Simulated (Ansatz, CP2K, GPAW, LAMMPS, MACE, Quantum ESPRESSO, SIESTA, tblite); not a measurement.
## CP2K runs on La2O3 with crystalline order left by the classical run (95 atoms)

Aim: run La2O3 with crystalline order left by the classical run (95 atoms) in CP2K and see how near its forces come to a plane-wave reference, and at what cost.

Method: the method is named at each step, in CP2K 2026.2.

## 1. Set-up

The cell holds 95 atoms: 38 La and 57 O. Its edges and angles: a = 12.168 Å, b = 12.168 Å, c = 12.168 Å, α = 90.0°, β = 90.0°, γ = 90.0°. 95 atoms (38 Nd, 57 O) placed at random at 6.31 g/cm³, melted at 5000 K for 10 ps at fixed volume with the Morse and Coulomb pair potential with partial charges (Pedone, Malavasi, Menziani, Cormack and Segre, J. Phys. Chem. B 110, 11780 (2006)). Quenched from 5000 K to 300 K at 20 K/ps and fixed volume, held 5 ps, then minimised at fixed cell. Then Nd was replaced by La and the cell scaled by 1.023 (the potential has no terms for the new elements, so the cell is a start for a DFT relaxation).

The yardstick, on the same geometry:

| Quantity | Value |
| --- | --- |
| method | Kohn-Sham DFT, PBE, SSSP efficiency 1.3.0 pseudopotentials, plane waves (Quantum ESPRESSO 7.5); sssp-pbe-1.3.0-efficiency, cutoffs 60/480 Ry, Γ point |
| r.m.s. force component | 0.2639 eV/Å |
| longest force | 0.8606 eV/Å |
| pressure | 0.359 GPa |
| gap (highest filled to lowest empty level) | 3.122 eV |
| time | 21 min on 4 MPI ranks of Arm Neoverse V2, shared host |
| CPU time | 83 min |

## 2. PBE, DZVP-MOLOPT-SR, 600/50 Ry, OT DIIS

Method: Kohn-Sham DFT, PBE, GTH-PBE pseudopotentials, Gaussian and plane waves, DZVP-MOLOPT-SR-GTH, orbital transformation.

Contents of input.inp:

```
&GLOBAL
  PROJECT cell
  RUN_TYPE ENERGY_FORCE
  PRINT_LEVEL LOW
&END GLOBAL
&FORCE_EVAL
  METHOD QS
  STRESS_TENSOR ANALYTICAL
  &DFT
    BASIS_SET_FILE_NAME BASIS_MOLOPT
    BASIS_SET_FILE_NAME BASIS_MOLOPT_UCL
    POTENTIAL_FILE_NAME GTH_POTENTIALS
    &MGRID
      CUTOFF 600
      REL_CUTOFF 50
      NGRIDS 5
    &END MGRID
    &QS
      EPS_DEFAULT 1.0E-12
    &END QS
    &SCF
      SCF_GUESS ATOMIC
      EPS_SCF 1.0E-06
      MAX_SCF 30
      &OT
        MINIMIZER DIIS
        PRECONDITIONER FULL_ALL
        ENERGY_GAP 0.001
      &END OT
      &OUTER_SCF
        EPS_SCF 1.0E-06
        MAX_SCF 8
      &END OUTER_SCF
      &PRINT
        &RESTART OFF
        &END RESTART
      &END PRINT
    &END SCF
    &XC
      &XC_FUNCTIONAL PBE
      &END XC_FUNCTIONAL
    &END XC
    &PRINT
      &MULLIKEN ON
      &END MULLIKEN
      &LOWDIN ON
      &END LOWDIN
      &MO_CUBES
        NHOMO 1
        NLUMO 4
        WRITE_CUBE F
      &END MO_CUBES
    &END PRINT
  &END DFT
  &SUBSYS
    &CELL
      A 12.16777 0.00000 0.00000
      B 0.00000 12.16777 0.00000
      C 0.00000 0.00000 12.16777
    &END CELL
    &COORD
      La 7.64087 3.30623 0.90650
      La 4.58433 0.53477 2.34278
      La 10.63500 2.65306 7.07751
      La 10.85973 1.65506 10.49434
      La 10.21557 6.82819 8.67246
      La 4.59540 5.28836 1.19573
      La 10.41464 4.43832 3.27897
      La 0.95152 5.72250 5.03259
      La 7.21184 6.30327 3.23517
      La 7.69830 4.03982 9.75904
      La 1.20984 11.00867 3.17396
      La 10.39334 8.89878 2.03932
      La 4.45073 3.40965 7.52844
      La 4.49173 9.15552 0.82899
      La 1.51781 3.50359 1.12138
      La 7.26185 9.28291 7.43621
      La 10.54666 10.08343 10.74134
      La 1.39418 8.45039 7.62323
      La 7.29555 8.22383 10.86485
      La 4.35253 7.77715 4.81807
      La 10.48022 11.91164 5.01057
      La 4.65162 2.12632 11.03763
      La 7.49401 5.27205 6.61148
      La 1.60870 11.56790 11.82829
      La 1.52547 2.20091 5.00923
      La 7.39849 2.53844 4.24850
      La 1.36243 4.60173 8.85570
      La 1.17541 7.37671 11.13327
      La 7.58636 11.36640 0.51178
      La 4.35484 11.71124 6.02378
      La 10.68184 0.78969 1.61065
      La 4.54345 6.18877 9.88692
      La 10.19501 8.11310 5.29371
      La 7.43706 1.02976 7.58040
      La 7.33741 10.46842 4.00526
      La 4.39293 10.38872 9.49792
      La 10.29576 5.57089 12.00119
      La 1.51245 0.46639 8.34977
      O 4.78412 7.32390 2.56655
      O 3.50115 2.25298 0.97062
      O 12.11545 0.85174 3.45260
      O 6.38151 1.23333 0.71729
      O 11.57435 4.29656 1.30183
      O 5.60837 8.32105 8.94173
      O 11.24387 6.67463 3.70630
      O 9.28778 3.32277 11.36372
      O 2.91309 0.17607 4.20506
      O 9.39437 1.42582 8.70300
      O 8.82820 10.36864 5.90806
      O 11.56023 9.86392 4.23146
      O 5.97559 11.37321 7.81207
      O 2.21368 7.77338 5.44800
      O 9.61254 0.03906 11.79349
      O 2.51800 5.59717 0.09625
      O 9.12181 2.40739 2.50887
      O 2.73093 9.29131 11.19861
[... 35 atom lines left out ...]
      O 3.23870 0.26185 10.26534
      O 6.21274 2.15284 9.27172
      O 5.93008 10.27945 11.30751
      O 1.96996 4.05710 3.42717
    &END COORD
    &KIND La
      BASIS_SET DZVP-MOLOPT-SR-GTH-q11
      POTENTIAL GTH-PBE-q11
    &END KIND
    &KIND O
      BASIS_SET DZVP-MOLOPT-SR-GTH-q6
      POTENTIAL GTH-PBE-q6
    &END KIND
  &END SUBSYS
  &PRINT
    &FORCES ON
    &END FORCES
    &STRESS_TENSOR ON
    &END STRESS_TENSOR
  &END PRINT
&END FORCE_EVAL
```

Command:

```bash
OMP_NUM_THREADS=1 mpirun -np 4 cp2k.psmp -i input.inp > output.txt
```

Numbers of over 12 decimals in the logs are rounded to 6 here.

Output:

```text
CP2K| version string:                                       CP2K version 2026.2
 CP2K| Input file name                                                 input.inp
 GLOBAL| Basis set file name                                        BASIS_MOLOPT
 GLOBAL| Potential file name                                      GTH_POTENTIALS
 GLOBAL| Run type                                                   ENERGY_FORCE
 GLOBAL| Total number of message passing processes                             4
 GLOBAL| Number of threads for this process                                    1
 TOTAL NUMBERS AND MAXIMUM NUMBERS
  Total number of            - Atomic kinds:                                   2
                             - Atoms:                                         95
                             - Shell sets:                                    95
                             - Shells:                                       589
                             - Primitive Cartesian functions:                551
                             - Cartesian basis functions:                   1976
                             - Spherical basis functions:                   1729
  Maximum angular momentum of- Orbital basis functions:                        3
                             - Local part of the GTH pseudopotential:          2
                             - Non-local part of the GTH pseudopotential:      3
 SCF PARAMETERS         Density guess:                                    ATOMIC
                        max_scf:                                              30
                        eps_scf:                                        1.00E-06
                        Outer loop SCF in use
                        eps_scf                                         1.00E-06
                        max_scf                                                8
 Extrapolation method: initial_guess
 Number of electrons:                                                        760
[... lines left out ...]
  Step     Update method      Time    Convergence         Total energy    Change
[... lines left out ...]
  Total energy:                                             -2124.389191
[... lines left out ...]
  Step     Update method      Time    Convergence         Total energy    Change
[... lines left out ...]
  Core Hamiltonian energy:                                   1158.429023
  Hartree energy:                                            1877.874933
  Exchange-correlation energy:                               -369.493278
  Total energy:                                             -2124.616494
  outer SCF iter =    2 RMS gradient =   0.45E-02 energy =      -2124.6164943932
  ----------------------------------- OT ---------------------------------------
  Minimizer      : DIIS                : direct inversion
                                         in the iterative subspace
                                         using   7 DIIS vectors
                                         safer DIIS on
  Preconditioner : FULL_ALL            : diagonalization, state selective
  Precond_solver : DEFAULT
  stepsize       :    0.15000000                  energy_gap     :    0.00100000
  eps_taylor     :   0.10000E-15                  max_taylor     :             4
  ----------------------------------- OT ---------------------------------------
  Step     Update method      Time    Convergence         Total energy    Change
[...]
8 OT DIIS     0.15E+00   11.6     0.00000134     -2124.6687191125 -8.76E-07
     9 OT DIIS     0.15E+00   11.6     0.00000078     -2124.6687198679 -7.55E-07
  *** SCF run converged in     9 steps ***
  Electronic density on regular grids:       -760.0000022500       -0.0000022500
  Core density on regular grids:              759.9999999994       -0.0000000006
  Total charge density on r-space grids:       -0.0000022506
  Total charge density g-space grids:          -0.0000022506
  Overlap energy of the core charge distribution:               7.651e-11
  Self energy of the core charge distribution:              -4791.427173
  Core Hamiltonian energy:                                   1159.548878
  Hartree energy:                                            1876.980784
  Exchange-correlation energy:                               -369.771209
  Total energy:                                             -2124.668720
  outer SCF iter =    3 RMS gradient =   0.78E-06 energy =      -2124.6687198679
  outer SCF loop converged in   3 iterations or   69 steps
 !-----------------------------------------------------------------------------!
                     Mulliken Population Analysis
 #  Atom  Element  Kind  Atomic population                           Net charge
       1     La       1          9.916831                              1.083169
       2     La       1          9.800534                              1.199466
       3     La       1          9.855387                              1.144613
[...]
# Total charge                            760.000003                 -0.000003
 !-----------------------------------------------------------------------------!
 LOWDIN POPULATION ANALYSIS
 #  Atom  Element  Kind  Atomic population                           Net charge
[...]
94     O        2          6.791999                             -0.791999
      95     O        2          6.801486                             -0.801486
 # Total charge                            760.000003                 -0.000003
  Eigenvalues of the occupied subspace spin            1
      -0.93344032     -0.93201582     -0.93177105     -0.93088055
      -0.93013785     -0.92922756     -0.92748095     -0.92675098
      -0.92429497     -0.92260800     -0.92058632     -0.91985603
[...]
0.22135414      0.22376827      0.22515926      0.22779451
 Fermi Energy [eV] :    6.198604
  Using OT eigensolver for additional unoccupied orbitals spin            1
  Lowest Eigenvalues of the unoccupied subspace spin            1
 OT| Eigensolver reached convergence in 235 iterations
       0.34130126      0.36042758      0.36335307      0.36810274
 HOMO - LUMO gap [eV] :    3.088676
 ENERGY| Total FORCE_EVAL ( QS ) energy [hartree]          -2124.668721
 FORCES| Atomic forces [hartree/bohr]
 FORCES|   Atom     x               y               z               |f|
 FORCES|      1 -3.19549001E-04 -1.17582154E-02  5.92403401E-03   1.31701146E-02
 FORCES|      2 -1.52669039E-03  1.42408666E-03 -3.94429644E-04   2.12470730E-03
 FORCES|      3 -9.26688199E-04  1.26857124E-02 -1.09783084E-03   1.27668039E-02
[...]
FORCES|     94  2.45761178E-04 -7.52788917E-03  7.74665254E-03   1.08046351E-02
 FORCES|     95 -1.11066339E-02 -8.02810071E-03  4.73607498E-03   1.44995905E-02
 FORCES| Sum    -1.19325328E-03 -1.05387571E-02  9.59326186E-03
 FORCES| Total atomic force                                       1.43010464E-02
 STRESS| Analytical stress tensor [bar]
 STRESS|                        x                   y                   z
 STRESS|      x        6.11203429671E+03   4.75864496882E+03  -5.10565164997E+03
 STRESS|      y        4.75864496882E+03  -6.74878413452E+03   6.77637812409E+03
 STRESS|      z       -5.10565164997E+03   6.77637812409E+03   4.12802837345E+04
 STRESS| 1/3 Trace                                             1.35478446322E+04
```

Wall time 14 min (4 MPI ranks of Arm Neoverse V2, shared host); peak memory 7.1 GiB.

Banners, paths, timers and routine set-up lines are dropped from the logs unmarked, and long logs keep their key lines alone; longer cuts are marked.

Against the reference:

```yaml
r_m_s_force_component: 0.2785 eV/Å
r_m_s_difference_of_force_components: 45.97 meV/Å
longest_difference_of_force_vectors: 167.4 meV/Å
force_difference_over_r_m_s_force: 17.42 %
slope_of_forces_against_the_reference_s: 1.042
correlation_of_force_components: 0.9871
spacing_of_highest_filled_and_lowest_empty_level: 3.089 eV
gap_difference: -0.0335 eV
pressure: 1.355 GPa
pressure_difference: 0.9958 GPa
```

Length of the force difference by element (eV/Å):

```csv
element,atoms,mean,most
La,38,0.047,0.099
O,57,0.090,0.17
```

The surroundings of La26, which bears the longest force, nearest first, numbered as they follow in the input and with coordinates relative to it.

```csv
atom,x,y,z,distance (Å),bonds,Mulliken charge (e),Fx,Fy,Fz (eV/Å)
La26,0.00,0.00,0.00,0.00,6,1.15,-0.48,-0.78,-0.04
O67,-0.97,0.42,2.10,2.35,4,-0.75,0.33,-0.07,0.24
O77,1.61,-1.10,1.45,2.43,4,-0.77,-0.12,0.26,0.21
O80,-1.32,-2.05,0.11,2.44,4,-0.79,-0.38,-0.28,0.00
O55,1.72,-0.13,-1.74,2.45,4,-0.77,0.13,0.26,0.36
O90,1.11,2.18,0.33,2.47,4,-0.74,-0.66,0.21,-0.21
O74,-1.28,1.53,-1.62,2.57,4,-0.75,0.27,0.22,-0.07
La1,0.24,0.77,-3.34,3.44,6,1.08,-0.02,-0.60,0.30
La23,0.10,2.73,2.36,3.61,6,1.08,0.05,0.51,-0.07
La34,0.04,-1.51,3.33,3.66,5,1.12,0.07,-0.03,0.36
La7,3.02,1.90,-0.97,3.69,6,1.16,0.47,-0.15,0.00
```

Forces lie 17 % from the reference's, at 0.68 times its CPU time; the SCF took 69 steps, which the time reflects.

The forces add up to 0.74 eV/Å instead of zero, usually a sign of too coarse a grid.

## 3. GFN1-xTB, OT DIIS

Method: GFN1-xTB tight binding (the program's own implementation), orbital transformation.

Contents of input.inp:

```
&GLOBAL
  PROJECT cell
  RUN_TYPE ENERGY_FORCE
  PRINT_LEVEL LOW
&END GLOBAL
&FORCE_EVAL
  METHOD QS
  STRESS_TENSOR ANALYTICAL
  &DFT
    &QS
      METHOD XTB
      &XTB
        GFN_TYPE 1
        DO_EWALD T
        CHECK_ATOMIC_CHARGES F
      &END XTB
    &END QS
    &SCF
      SCF_GUESS ATOMIC
      EPS_SCF 1.0E-06
      MAX_SCF 30
      &OT
        MINIMIZER DIIS
        PRECONDITIONER FULL_SINGLE_INVERSE
      &END OT
      &OUTER_SCF
        EPS_SCF 1.0E-06
        MAX_SCF 8
      &END OUTER_SCF
      &PRINT
        &RESTART OFF
        &END RESTART
      &END PRINT
    &END SCF
    &PRINT
      &MULLIKEN ON
      &END MULLIKEN
      &MO_CUBES
        NHOMO 1
        NLUMO 4
        WRITE_CUBE F
      &END MO_CUBES
    &END PRINT
  &END DFT
  &SUBSYS
    &CELL
      A 12.16777 0.00000 0.00000
      B 0.00000 12.16777 0.00000
      C 0.00000 0.00000 12.16777
    &END CELL
    &COORD
      SCALED
      La 0.62796 0.27172 0.07450
      La 0.37676 0.04395 0.19254
      La 0.87403 0.21804 0.58166
      La 0.89250 0.13602 0.86247
      La 0.83956 0.56117 0.71274
      La 0.37767 0.43462 0.09827
      La 0.85592 0.36476 0.26948
      La 0.07820 0.47030 0.41360
      La 0.59270 0.51803 0.26588
      La 0.63268 0.33201 0.80204
      La 0.09943 0.90474 0.26085
      La 0.85417 0.73134 0.16760
      La 0.36578 0.28022 0.61872
      La 0.36915 0.75244 0.06813
      La 0.12474 0.28794 0.09216
      La 0.59681 0.76291 0.61114
      La 0.86677 0.82870 0.88277
      La 0.11458 0.69449 0.62651
      La 0.59958 0.67587 0.89292
      La 0.35771 0.63916 0.39597
[... 71 atom lines left out ...]
      O 0.26617 0.02152 0.84365
      O 0.51059 0.17693 0.76199
      O 0.48736 0.84481 0.92930
      O 0.16190 0.33343 0.28166
    &END COORD
  &END SUBSYS
  &PRINT
    &FORCES ON
    &END FORCES
    &STRESS_TENSOR ON
    &END STRESS_TENSOR
  &END PRINT
&END FORCE_EVAL
```

Command:

```bash
OMP_NUM_THREADS=1 cp2k.psmp -i input.inp > output.txt
```

Output:

```text
CP2K| version string:                                       CP2K version 2026.2
 CP2K| Input file name                                                 input.inp
 GLOBAL| Basis set file name                                           BASIS_SET
 GLOBAL| Potential file name                                           POTENTIAL
 GLOBAL| Run type                                                   ENERGY_FORCE
 GLOBAL| Total number of message passing processes                             1
 GLOBAL| Number of threads for this process                                    1
                  #####   #####        #          ####### ######
                 #     # #     #      #              #    #     #
                 #     # #           #    ##   ##    #    #     #
[... lines left out ...]
  Step     Update method      Time    Convergence         Total energy    Change
[... lines left out ...]
  Total energy:                                              -300.890776
[... lines left out ...]
  Step     Update method      Time    Convergence         Total energy    Change
[...]
Total energy:                                              -300.923987
[...]
Step     Update method      Time    Convergence         Total energy    Change
[...]
Total energy:                                              -300.926560
[...]
Step     Update method      Time    Convergence         Total energy    Change
[... lines left out ...]
  Total energy:                                              -300.926661
[... lines left out ...]
  stepsize       :    0.08000000                  energy_gap     :    0.08000000
  eps_taylor     :   0.10000E-15                  max_taylor     :             4
  ----------------------------------- OT ---------------------------------------
  Step     Update method      Time    Convergence         Total energy    Change
[...]
20 OT DIIS     0.80E-01    0.1     0.00013181      -300.9266293316  1.87E-05
[...]
27 OT DIIS     0.80E-01    0.1     0.00011108      -300.9266376581  1.27E-05
[...]
29 OT SD       0.80E-01    0.1     0.00001726      -300.9266358223 -2.51E-06
    30 OT SD       0.80E-01    0.1     0.00002228      -300.9266380597 -2.24E-06
  Leaving inner SCF loop after reaching    30 steps.
  Core Hamiltonian energy:                                   -308.707197
  Repulsive potential energy:                                   0.00156029
  Electronic energy:                                            4.707120
  DFTB3 3rd order energy:                                       3.551496
  Dispersion energy:                                           -0.479618
  Correction for halogen bonding:                               0.000000
  Total energy:                                              -300.926638
  outer SCF iter =    9 RMS gradient =   0.22E-04 energy =       -300.9266380597
  outer SCF loop FAILED to converge after    9 iterations or  270 steps
 *   ___                                                                       *
 *  /   \                                                                      *
 * [ABORT]                                                                     *
 *  \___/     SCF run NOT converged. To continue the calculation regardless,   *
 *    |             please set the keyword IGNORE_CONVERGENCE_FAILURE.         *
 *  O/|                                                                        *
 * /| |                                                                        *
```

Wall time 40 s (1 thread); peak memory 0.26 GiB.

The run stopped without converging, so its numbers are no property of the system.

Further runs of this program without a result: CP2K PBE, DZVP-MOLOPT-SR, 600/50 Ry, TRS4 filter 1e-05, SCF 1e-06 (not converged).

## 4. What came out

```
force difference from the reference : CP2K PBE, DZVP-MOLOPT-SR, 600/50 Ry, OT DIIS, 17 %
its CPU time                        : 57 min
```

What this shows: The PBE run in local orbitals differs by 17 % (CP2K PBE, DZVP-MOLOPT-SR, 600/50 Ry, OT DIIS); basis, grid and potentials can all enter. At the same functional, the gap of CP2K PBE, DZVP-MOLOPT-SR, 600/50 Ry, OT DIIS lies 0.03 eV below the reference's 3.12 eV. The reference's pressure holds the uncorrected Pulay stress of its 60 Ry basis, so small pressure differences, and their order, may be the reference's own error. The quench rate of 20 K/ps is many orders above laboratory rates, so the cell is likely richer in defects and strain than a real sample. The network of bonds at the start is that of the classical potential that made the cell, and needn't be the one that DFT or experiment would give. The reference's stress is far from hydrostatic: its diagonal is -0.4, -1.5, 3.0 GPa, compression counted positive. The electronic-structure runs sample only Γ, in a cell whose shortest periodic width is 12 Å. Spin–orbit coupling is left out, which matters for the levels of the heavy elements.

[Also dropped from logs without a mark: logging warnings of Python, and SIESTA's first energy breakdown and zero terms.]

[Logs are printed without paths, hosts, clocks, repeated set-up lines and the standing remarks that a program may print on its own settings, such as how far it seeks lower states.]

[Hosts, paths, dates, database ids (printed as entryN), source tags and the programs' standing remarks are cut or masked in the printed files.]
